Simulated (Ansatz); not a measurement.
# Direct or indirect: Ag2IBr (Pmm2)

```cif
data_structure
_symmetry_space_group_name_H-M 'Pmm2'
_symmetry_Int_Tables_number 25
_cell_length_a 4.2790
_cell_length_b 5.9371
_cell_length_c 4.2767
_cell_angle_alpha 90.000
_cell_angle_beta 90.000
_cell_angle_gamma 90.000
_cell_volume 108.65
loop_
_atom_site_label
_atom_site_type_symbol
_atom_site_symmetry_multiplicity
_atom_site_Wyckoff_symbol
_atom_site_fract_x
_atom_site_fract_y
_atom_site_fract_z
_atom_site_occupancy
I1 I 1 c 0.50000 0.00000 0.74899 1
Ag1 Ag 1 a 0.00000 0.00000 0.24910 1
Ag2 Ag 1 d 0.50000 0.50000 0.75216 1
Br1 Br 1 b 0.00000 0.50000 0.24975 1
```

Method: Ansatz, PBE, independent particles, without spin-orbit coupling, line width 0.1 eV (Gaussian). The band structure gives a fundamental gap of 0.57 eV. The spectrum of vertical transitions near the edge:

```csv
E (eV),"Im ε, E ∥ xy","Im ε, E ∥ z"
0.12,0.00,0.00
0.24,0.00,0.00
0.36,0.00,0.00
0.48,0.00,0.00
0.60,0.00,0.00
0.72,0.00,0.00
0.84,0.00,0.00
0.96,0.00,0.00
1.08,0.00,0.00
1.20,0.00,0.00
1.32,0.00,0.00
1.44,0.00,0.00
1.56,0.00,0.00
1.68,0.00,0.00
1.80,0.00,0.00
1.92,0.00,0.00
2.04,0.00,0.00
2.16,0.02,0.00
2.28,0.27,0.08
2.40,0.70,0.53
2.52,0.89,1.13
2.64,0.99,1.44
2.76,1.31,1.68
2.88,1.65,2.01
3.00,1.92,2.29
3.12,2.42,2.58
3.24,3.73,3.24
3.36,5.34,4.80
3.48,6.99,6.67
```

Is the gap direct or indirect, and about where do vertical transitions set in?

Indirect, by the band path, whose least direct gap is 2.27 eV. The curves fit this: they stay near zero above 0.57 eV and rise only from about 2.3 eV, though a forbidden direct transition would look alike. Lines are broadened by 0.1 eV, which spreads the edge, and phonons, which would give weak absorption from the fundamental gap up, are left out.

Note: cells built here by substitution need not match a known phase.

[Logs are printed without paths, hosts, clocks, repeated set-up lines and the standing remarks that a program may print on its own settings, such as how far it seeks lower states.]
